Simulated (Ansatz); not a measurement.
**Hcp Mg, size series (36 atoms), the last frame of 144 fs of DFT dynamics near 254 K**

Calculated values (Ansatz 0.2.0, Kohn-Sham DFT, LDA, PAW (set soft_2), plane waves; cutoff 420 eV, k-mesh 2×2×2, fermi-dirac smearing of 0.1 eV) for the last frame of 144 fs of DFT dynamics near 254 K.

Cell vectors (Å):

```
9.627 0.000 0.000
-4.814 8.337 0.000
0.000 0.000 10.422
```

Positions (Å):

```
1 Mg 0.160 0.261 0.019
2 Mg 0.050 1.820 2.716
3 Mg 9.558 0.080 5.250
4 Mg 0.175 1.918 7.682
5 Mg -1.396 2.739 10.330
6 Mg -1.901 4.636 2.384
7 Mg 7.885 2.706 5.355
8 Mg -1.316 4.332 7.886
9 Mg 6.375 5.596 10.215
10 Mg -3.184 7.508 2.557
11 Mg -3.133 5.704 5.027
12 Mg -3.026 7.477 7.870
13 Mg -1.717 8.254 0.084
14 Mg 3.043 1.865 2.690
15 Mg -1.660 8.271 5.279
16 Mg 3.210 1.791 7.954
17 Mg 1.651 2.714 10.349
18 Mg 1.768 4.555 2.607
19 Mg 1.671 2.582 5.224
20 Mg 1.682 4.798 7.654
21 Mg 0.052 5.487 10.415
22 Mg -0.182 7.519 2.933
23 Mg -0.062 5.666 5.152
24 Mg 0.111 7.575 7.963
25 Mg 6.375 0.113 10.328
26 Mg 6.330 1.682 2.488
27 Mg 6.325 0.029 5.254
28 Mg 6.527 1.808 7.803
29 Mg 4.935 2.935 0.247
30 Mg 4.741 4.823 2.467
31 Mg 4.690 2.794 5.523
32 Mg 5.017 4.435 7.783
33 Mg 3.064 5.305 10.275
34 Mg 3.162 7.308 2.724
35 Mg 3.131 5.501 5.101
36 Mg 3.130 7.385 7.793
```

**Question.** What force acts on each atom?

Columns: atom, fx, fy, fz (forces in eV/Å).

```
1 -0.410 -0.705 -0.122
2 -0.424 0.251 -0.170
3 0.019 -0.310 0.034
4 -0.065 -0.440 0.257
5 -0.420 -0.014 0.364
6 0.432 -0.167 0.227
7 0.154 0.281 -0.508
8 -0.438 0.850 -0.293
9 0.019 0.052 0.159
10 -0.255 -0.172 0.121
11 -0.263 -0.378 0.300
12 -0.355 -0.242 -0.186
13 0.586 0.128 -0.027
14 0.520 -0.028 -0.146
15 -0.009 0.349 0.237
16 0.213 0.175 -0.025
17 0.044 0.249 0.172
18 -0.554 0.057 -0.091
19 -0.180 0.496 0.063
20 -0.032 -0.407 0.051
21 -0.058 0.254 0.084
22 0.305 -0.218 -0.832
23 0.091 -0.518 0.223
24 -0.363 -0.390 -0.194
25 0.135 -0.235 0.376
26 0.268 0.223 0.395
27 0.149 -0.009 -0.016
28 -0.068 0.024 0.183
29 -0.108 -0.368 -0.450
30 0.142 -0.208 0.290
31 0.159 -0.191 -0.694
32 -0.174 0.557 0.133
33 0.354 0.535 0.048
34 -0.156 0.425 -0.327
35 0.236 0.044 0.268
36 0.506 0.053 0.098
```

The r.m.s. force component is 0.309 eV/Å; the longest force, 1.00 eV/Å, acts on Mg8.

[Logs are printed without paths, hosts, clocks, repeated set-up lines and the standing remarks that a program may print on its own settings, such as how far it seeks lower states.]

[Hosts, paths, dates, database ids (printed as entryN), source tags and the programs' standing remarks are cut or masked in the printed files.]
